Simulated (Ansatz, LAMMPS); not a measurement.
# Gap against volume in glassy 57SiO2-27Al2O3-16BaO (mol %) (149 atoms)

Density of this cell: 2.99 g/cm³. The cell holds 149 atoms: 25 Si, 24 Al, 7 Ba and 93 O. Cell: a = 12.887 Å, b = 12.562 Å, c = 13.038 Å, α = 90.9°, β = 89.7°, γ = 89.9°. The starting structure: 149 atoms (25 Si, 24 Al, 7 Ba, 93 O) placed at random at 2.88 g/cm³, melted at 4000 K for 10 ps at fixed volume with the Morse and Coulomb pair potential with partial charges (Pedone, Malavasi, Menziani, Cormack and Segre, J. Phys. Chem. B 110, 11780 (2006)). Quenched from 4000 K to 300 K at 25 K/ps and fixed volume, held 5 ps.

Calculated with Ansatz 0.2.0: Kohn-Sham DFT, r2SCAN, PAW (set soft_2), plane waves; cutoff 500 eV, Γ point, fermi-dirac smearing of 0.025 eV. The relaxed cell was scaled evenly and the atoms were relaxed at each volume. The gap is that between the highest filled and the lowest empty Kohn-Sham level on the run's k-points.

| volume (Å³/atom) | gap (eV) |
| --- | --- |
| 13.315 | 4.647 |
| 13.739 | 4.580 |
| 14.164 | 4.535 |
| 14.589 | ? |
| 15.014 | 4.326 |

**Question.** Fit a straight line in ln V to the rows given and interpolate to the withheld row.

**Working.**

A volume deformation potential makes the spacing linear in u = ln(V/V0), with V0 = 14.164 Å³ the relaxed volume; v is the spacing.

```
u = ln(V/V0)  v (eV)
  -0.0618751  4.6468
  -0.0304591  4.5796
           0  4.5355
   0.0582694   4.326
```

With n = 4: mean u = -0.00851619, mean v = 4.52198, Σ(u − ū)² = 0.0078615, Σ(u − ū)(v − v̄) = -0.020898. Slope b = -0.020898 / 0.0078615 = -2.6583; intercept a = v̄ − b ū = 4.4993.

At the withheld volume u = 0.02956, and v = a + b u.

Prediction at 14.589: 4.421 eV. The run gave 4.426 eV, so the fit is low by 0.0053 eV (0.12 % of the value).

The slope, -2.66 eV, says that the spacing narrows on expansion. Among the rows given, the largest miss of the fit is at 14.164, by 0.036 eV (11 % of the range of the table).

Limits: The table spans 12 % in volume, wide for a linear law. Semilocal functionals tend to put gaps under measured ones. Only the Γ point is sampled. Atoms move by up to 1.0 Å in these relaxations, so the structure changes along the series. Defect or tail levels can set the spacing of a disordered cell. Spin–orbit coupling is left out, which matters for the levels of the heavy elements.

[Logs are printed without paths, hosts, clocks, repeated set-up lines and the standing remarks that a program may print on its own settings, such as how far it seeks lower states.]

[Hosts, paths, dates, database ids (printed as entryN), source tags and the programs' standing remarks are cut or masked in the printed files.]
